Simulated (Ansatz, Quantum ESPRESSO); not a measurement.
# NbTe2 (P-3m1): zone-centre phonons, part 3 of 3

Aim: the zone-centre modes of NbTe2 (P-3m1).

Quantum ESPRESSO 7.5; DFT LDA, scalar-relativistic, plane waves, GBRV ultrasoft pseudopotentials.

So far, highest optical zone-centre mode (no LO-TO term) (cm⁻¹): step 6 (modes with the sum rule) 261; step 7 (without ASR) 261.

**9. A second program**

The same cell goes through another code, with its own cutoff. The potentials differ. Its k mesh is centred on Γ.

This step: DFT LDA, scalar-relativistic, plane waves, PseudoDojo norm-conserving pseudopotentials (Ansatz 0.2.0).

input.yaml reads:

```yaml
crystal:
  lattice:
    - [3.6262299451, 0.0, 0.0]
    - [-1.8131149716, 3.140407253, 0.0]
    - [0.0, 0.0, 6.5552107653]
  atoms:
    - { symbol: Nb, position: [0.0, 0.0, 0.0] }
    - { symbol: Te, position: [0.6666666667, 0.3333333333, 0.7232645748] }
    - { symbol: Te, position: [0.3333333333, 0.6666666667, 0.2767354252] }
kpoints:
  mp_grid: { grid: [9, 9, 4] }
hamiltonian:
  xc: lda
  pseudopotentials: { kind: nc, accuracy: standard }
scf:
  occupations: { method: cold, width: 0.27211 }
output:
  eigenvalues: true
phonons:
  method: dfpt
```

Command:

```
ansatz run input.yaml --threads 4 --pin off --max-ram 16384MiB --backend cpu --events-out ev --progress --plain --runs-dir out
```

Numbers of over 12 decimals in the logs are rounded to 6 here.

The log of the run:

```text
Engine: ansatz 0.2.0, aarch64-unknown-linux-gnu
Pseudopotentials: kind: nc
Pseudopotential: Nb, nc, valence charge 13, recommended cutoff 1115.666836 eV (normal), Nb.nc.azcp (PseudoDojo's, or run here from an input of PseudoDojo's; its table is named by hamiltonian.pseudopotentials.accuracy)
Pseudopotential: Te, nc, valence charge 16, recommended cutoff 1120 eV (normal), Te.nc.azcp (PseudoDojo's, or run here from an input of PseudoDojo's; its table is named by hamiltonian.pseudopotentials.accuracy)
Functional definition: SPW92
  exchange = slater_x
  correlation = pw_c
Crystal: 3 atoms, lattice volume = 74.650 Å³
Basis set: ecut = 1120 eV, 6371 PW (Γ), exchange–correlation on 80×80×144 points (8 copies of the dense FFT grid, shifted against one another)
Bands: 27, of which v1, the nominal top of the filled ones, is band 23 counted from 1 (22 counted from 0)
Symmetry: 12 space group operations
k-points: 95 of 324 (irreducible under 2 space group operations, time reversal used)
Non-local potential: Nb, projectors of the file, l = 0: 2, l = 1: 2, l = 2: 2
Non-local potential: Te, projectors of the file, l = 0: 3, l = 1: 2, l = 2: 2, l = 3: 2
Initial density: superposition of atomic densities (chi_scale 0.1, normalization cell, long waves kept (reshape's long-wave potential 0.06 eV rms))
Initial wavefunctions: pseudopotential atomic-orbital guess
Functional: x = slater, c = lda
SCF iter   1: F=—  HF=-7389.509155 eV  |F-HF|=—  |Δ(HF+E_count)|=         —  Δρ=4.17e-2  dr2=7.20e0  ethr=3.10e-3  ⟨swp⟩=5.8  Hψ=10581  notcnv=0
preconditioner: auto → Kerker (q_TF=auto, 2.508 Å⁻¹)  [metal: Δε(μ)=0.009 eV  Ē_g=6.910 eV  σ=0.272 eV  W_gap=0.02  n_scr=22 (ndim 8)  ℏωp=17.7 eV  f_vac=0.000  D(μ)=2.20/eV (n_scr^D=22)]
SCF iter   2: F=—  HF=-7388.774941 eV  |F-HF|=—  |Δ(HF+E_count)|=   7.34e-1  S|Δr|=    0.00e0  Δρ=2.49e-2  dr2=1.91e0  ethr=3.10e-3  ⟨swp⟩=2.7  Hψ=3617  notcnv=0
SCF iter   3: F=—  HF=-7388.405258 eV  |F-HF|=—  |Δ(HF+E_count)|=   3.70e-1  S|Δr|=    0.00e0  Δρ=1.06e-2  dr2=5.76e-1  ethr=3.10e-3  ⟨swp⟩=2.0  Hψ=3575  notcnv=0
SCF iter   4: F=—  HF=-7388.322143 eV  |F-HF|=—  |Δ(HF+E_count)|=   8.31e-2  S|Δr|=    0.00e0  Δρ=3.84e-3  dr2=2.39e-2  ethr=1.28e-3  ⟨swp⟩=2.0  Hψ=3088  notcnv=0
SCF iter   5: F=—  HF=-7388.317501 eV  |F-HF|=—  |Δ(HF+E_count)|=   4.64e-3  S|Δr|=    0.00e0  Δρ=1.08e-3  dr2=1.15e-3  ethr=5.31e-5  ⟨swp⟩=2.0  Hψ=3601  notcnv=0
SCF iter   6: F=—  HF=-7388.317417 eV  |F-HF|=—  |Δ(HF+E_count)|=   8.41e-5  S|Δr|=    0.00e0  Δρ=3.80e-4  dr2=1.09e-4  ethr=2.55e-6  ⟨swp⟩=2.9  Hψ=4972  notcnv=0
SCF iter   7: F=—  HF=-7388.317423 eV  |F-HF|=—  |Δ(HF+E_count)|=   5.93e-6  S|Δr|=    0.00e0  Δρ=1.60e-4  dr2=1.21e-5  ethr=2.41e-7  ⟨swp⟩=2.3  Hψ=4377  notcnv=0
SCF iter   8: F=—  HF=-7388.317421 eV  |F-HF|=—  |Δ(HF+E_count)|=   1.94e-6  S|Δr|=    0.00e0  Δρ=4.54e-5  dr2=1.60e-6  ethr=2.68e-8  ⟨swp⟩=2.2  Hψ=4519  notcnv=0
SCF iter   9: F=—  HF=-7388.317610 eV  |F-HF|=—  |Δ(HF+E_count)|=   1.89e-4  S|Δr|=    0.00e0  Δρ=7.22e-6  dr2=4.92e-8  ethr=3.55e-9  ⟨swp⟩=2.8  Hψ=4771  notcnv=0
SCF iter  10: F=—  HF=-7388.317610 eV  |F-HF|=—  |Δ(HF+E_count)|=   3.45e-9  S|Δr|=    0.00e0  Δρ=1.33e-6  dr2=1.59e-9  ethr=1.09e-10  ⟨swp⟩=2.4  Hψ=4329  notcnv=0
SCF iter  11: F=—  HF=-7388.317610 eV  |F-HF|=—  |Δ(HF+E_count)|=  1.37e-10  S|Δr|=    0.00e0  Δρ=3.15e-7  dr2=8.51e-11  ethr=3.54e-12  ⟨swp⟩=2.3  Hψ=4117  notcnv=0
SCF iter  12: F=—  HF=-7388.317610 eV  |F-HF|=—  |Δ(HF+E_count)|=  1.36e-11  S|Δr|=    0.00e0  Δρ=1.45e-7  dr2=3.55e-11  ethr=1.00e-12  ⟨swp⟩=8.3  Hψ=15753  notcnv=0
SCF iter  13: F=-7388.317610 eV  HF=-7388.317610 eV  |F-HF|=9.09e-13  |Δ(HF+E_count)|=  4.55e-12  S|Δr|=    0.00e0  Δρ=3.92e-8  dr2=1.50e-12  ethr=1.00e-12  ⟨swp⟩=6.0  Hψ=13032  notcnv=0
SCF 1 converged in 13 iterations: F = -7388.317610 eV  dr2 = 1.50e-12
DFPT response loops at Γ: preconditioner auto → Kerker (q_TF=auto, 2.508 Å⁻¹) (partly filled bands, converged f_vac=0.005); β = 1.00, the filter's whole step (`scf.mixing.beta` (0.50) is not read by the response loops under this deck's `scf.mixing.preconditioner`; to damp them name `kerker` or `kerker_dos`, under which they read `scf.mixing.beta`, and type it under 1.00, their step now; both keys bind the ground state too); Broyden in place of MSR1
SCF converged after 13 iterations
Stability not checked: this state was not tested for a lower state beside it, because cold or Methfessel-Paxton smearing, or corrected tetrahedra, fill the levels in a way that the test cannot read (fill_not_monotonic; see scf.lower_state_search)
Free energy (F): -7388.317610 eV
Harris-Foulkes:  -7388.317610 eV  (|F-HF|=9.09e-13)
Internal energy: -7388.309228 eV  (E = F + TS)
E sigma→0 (E₀):  -7388.314816 eV
Entropy (-TS):   -0.008382 eV (-2.794 meV/atom)
Fermi energy:    13.037677 eV
Step filling:    the computed levels leave a gap of 0.0118 eV = 0.0 smearing widths at the electron count; against every level under it full and every level over it empty, smearing changes F+E_penalty+E_count by -9.050 meV and its σ→0 estimate by -6.255 meV
--- Per-component energies (eV) ---
  E_band       = -532.381800
  E_kinetic    = 3586.104641
  E_local      = -4867.886218  (includes V_loc(G=0)·N_el)
  E_nonlocal   = -1358.641344
  E_hartree    = 1598.803734
  E_xc         = -1672.969430
  E_vxc        = -1089.566330  (∫ρ·V_xc dr)
  E_ewald      = -4673.720610
  E_smearing   = -0.008382  (= −TS)
  E_closure    = 0.000000  (closes the sum)
  Σ components = -7388.317610   (vs F -7388.317610, Δ=0.00e0)
--- Band table (eV; the first three rows and the last of 95) ---
  k-point 0: bands = [... 19 lower, 12.3091, 13.0069, 13.0069, 13.1064, 14.1704, 14.1704, 16.3841, 16.3841]
  k-point 1: bands = [... 19 lower, 11.0358, 12.9988, 12.9988, 13.5607, 13.9415, 13.9415, 16.7341, 16.7341]
  k-point 2: bands = [... 19 lower, 10.8221, 12.9908, 12.9908, 13.7267, 13.7473, 13.7473, 17.0714, 17.0714]
  k-point 94: bands = [... 19 lower, 10.2339, 10.5960, 10.6725, 13.4249, 13.4579, 14.9371, 15.5720, 16.4764]
--- Phonons (Γ-DFPT): 4 representative perturbations + reference, on 95 of 324 k-points (Σ response iterations 14) ---
  k mesh reduced under 2 symmetry operations, with k and −k counted as one. Each operation leaves every solved perturbation unchanged. A smaller set is not used because it would not reduce the number of displacements times k-points to solve
  ASR residual: 7.230e-5 → 0.000e0 eV/Å²; symmetrization residual: 3.638e-5 eV/Å²
  ASR residual per site (eV/Å²): 7.23e-5 1.38e-5 1.38e-5
  Γ frequencies (cm⁻¹): 0.00 0.00 0.00 112.99 112.99 164.05 181.01 181.01 258.20
  non-analytic LO–TO correction: not included (Born effective charges unavailable; polar crystals: no LO–TO splitting at Γ)
```

The job ended after 100 s (4 threads of Arm Neoverse V1, shared host; peak memory 2.5 GiB; 6.5 min of CPU time).

Read from the output:

| Item | Value |
| --- | --- |
| sum-rule residual before enforcement | 7.23e-5 eV/Å² |
| highest optical zone-centre mode (no LO-TO term) | 258.2 cm⁻¹ |
| lowest optical zone-centre mode | 113.0 cm⁻¹ |

**10. The two compared: QE GBRV and Ansatz, PseudoDojo**

Numbers from this step:

```
root-mean-square difference : 2.03 cm⁻¹
largest difference          : 2.81 cm⁻¹
```

Frequencies side by side, by row:

```
q (reciprocal lattice)  mode  QE GBRV (cm⁻¹)  Ansatz, PseudoDojo (cm⁻¹)
                 0 0 0     1               0                          0
                 0 0 0     2               0                          0
                 0 0 0     3               0                          0
                 0 0 0     4             114                        113
                 0 0 0     5             114                        113
                 0 0 0     6           165.3                      164.1
                 0 0 0     7           183.6                        181
                 0 0 0     8           183.6                        181
                 0 0 0     9             261                      258.2
```

At the zone centre the largest difference (acoustic modes at Γ apart) is 1 % of the highest mode.

**11. Cross-check with Ansatz**

The same cell goes through another code, with its own cutoff. It uses its own PAW datasets, so the potentials differ. Its k mesh is centred on Γ.

This step: DFT LDA, scalar-relativistic, plane waves, PAW (Ansatz 0.2.0).

input.yaml, as its differences from that of step 9:

```diff
@@ -13,3 +13,2 @@
   xc: lda
-  pseudopotentials: { kind: nc, accuracy: standard }
 scf:
```

The log of the run:

```text
[...]
Crystal: 3 atoms, lattice volume = 74.650 Å³
Basis set: ecut = 420 eV, 1449 PW (Γ), exchange–correlation on 50×50×90 points (8 copies of the dense FFT grid, shifted against one another)
Bands: 27, of which v1, the nominal top of the filled ones, is band 23 counted from 1 (22 counted from 0)
Symmetry: 12 space group operations
k-points: 95 of 324 (irreducible under 2 space group operations, time reversal used)
[...]
SCF iter   1: F=—  HF=-18098.334185 eV  |F-HF|=—  |Δ(HF+E_count)|=         —  Δρ=5.48e-3  dr2=9.79e-3  ethr=1.77e-3  ⟨swp⟩=5.4  Hψ=10906  notcnv=0
[...]
SCF iter  10: F=-18098.329371 eV  HF=-18098.329371 eV  |F-HF|=0.00e0  |Δ(HF+E_count)|=  2.91e-11  S|Δr|=    0.00e0  Δρ=4.69e-8  dr2=4.12e-12  ethr=1.00e-12  ⟨swp⟩=6.3  Hψ=12836  notcnv=0
SCF 1 converged in 10 iterations: F = -18098.329371 eV  dr2 = 4.12e-12
[...]
SCF converged after 10 iterations
[...]
Free energy (F): -18098.329371 eV
[...]
Internal energy: -18098.320967 eV  (E = F + TS)
E sigma→0 (E₀):  -18098.326570 eV
Entropy (-TS):   -0.008404 eV (-2.801 meV/atom)
Fermi energy:    12.735255 eV
[...]
--- Band table (eV; the first three rows and the last of 95) ---
  k-point 0: bands = [... 19 lower, 12.0088, 12.7063, 12.7063, 12.7975, 13.8703, 13.8703, 16.0850, 16.0850]
  k-point 1: bands = [... 19 lower, 10.7347, 12.6981, 12.6981, 13.2540, 13.6411, 13.6411, 16.4360, 16.4360]
  k-point 2: bands = [... 19 lower, 10.5238, 12.6902, 12.6902, 13.4204, 13.4467, 13.4467, 16.7745, 16.7745]
  k-point 94: bands = [... 19 lower, 9.9333, 10.2904, 10.3670, 13.1228, 13.1580, 14.6370, 15.2686, 16.1764]
[...]
ASR residual: 1.534e-4 → 0.000e0 eV/Å²; symmetrization residual: 5.134e-5 eV/Å²
  ASR residual per site (eV/Å²): 1.53e-4 5.19e-5 5.19e-5
  Γ frequencies (cm⁻¹): 0.00 0.00 0.00 113.11 113.11 164.41 181.03 181.03 258.63
[...]
```

Elapsed: 29 s, on 4 threads; peak memory 0.91 GiB.

Read from the output:

| Item | Value |
| --- | --- |
| sum-rule residual before enforcement | 1.53e-4 eV/Å² |
| highest optical zone-centre mode (no LO-TO term) | 258.6 cm⁻¹ |
| lowest optical zone-centre mode | 113.1 cm⁻¹ |

**12. Side by side: QE GBRV and Ansatz, PAW**

Worked out from the results:

```yaml
root_mean_square_difference: 1.88 cm⁻¹
largest_difference: 2.56 cm⁻¹
```

Frequencies side by side, by row:

```
q (reciprocal lattice)  mode  QE GBRV (cm⁻¹)  Ansatz, PAW (cm⁻¹)
                 0 0 0     1               0                   0
                 0 0 0     2               0                   0
                 0 0 0     3               0                   0
                 0 0 0     4             114               113.1
                 0 0 0     5             114               113.1
                 0 0 0     6           165.3               164.4
                 0 0 0     7           183.6                 181
                 0 0 0     8           183.6                 181
                 0 0 0     9             261               258.6
```

At the zone centre the largest difference (acoustic modes at Γ apart) is 1.0 % of the highest mode.

**13. Outcome**

| Property | Result |
| --- | --- |
| space group after relaxation | P-3m1 |
| volume per atom | 24.9 Å³ |
| highest optical zone-centre mode (no LO-TO term) | 261.0 cm⁻¹ |
| lowest optical zone-centre mode | 114.0 cm⁻¹ |
| imaginary optical modes at the zone centre (no q mesh in this session) | none |
| largest difference from Ansatz, PseudoDojo | 2.81 cm⁻¹ |

**Reading.** At the LDA level the optical modes of NbTe2 (P-3m1) at the zone centre run from 114 to 261 cm⁻¹. Of the 6 optical modes, 3 are Raman active alone and 3 are infrared active alone; inversion symmetry keeps the two sets apart. QE GBRV and Ansatz, PseudoDojo differ by 2.0 cm⁻¹ in the root mean square and by 2.8 cm⁻¹ at most, 1.1 % of the highest mode compared (acoustic modes at Γ left out); the two use different potentials, and the cell was not relaxed for the second set. QE GBRV and Ansatz, PAW differ by 1.9 cm⁻¹ in the root mean square and by 2.6 cm⁻¹ at most, 1.0 % of the highest mode compared (acoustic modes at Γ left out); the two use different potentials, and the cell was not relaxed for the second set. These are harmonic frequencies at zero temperature: anharmonic shifts and linewidths and thermal expansion are left out. Spin-orbit coupling is left out, which can matter for the heavy elements here. In a metal the frequencies hang on the k mesh and the smearing, most of all near Kohn anomalies. The LDA runs differ in the fit of the correlation energy, Perdew-Zunger in some and Perdew-Wang in others. The structure comes from a database and need not be the phase that is stable at ambient conditions.

[Host names and launcher messages were left out of these logs when they were recorded.]

[Logs are printed without paths, hosts, clocks, repeated set-up lines and the standing remarks that a program may print on its own settings, such as how far it seeks lower states.]

[Hosts, paths, dates, database ids (printed as entryN), source tags and the programs' standing remarks are cut or masked in the printed files.]
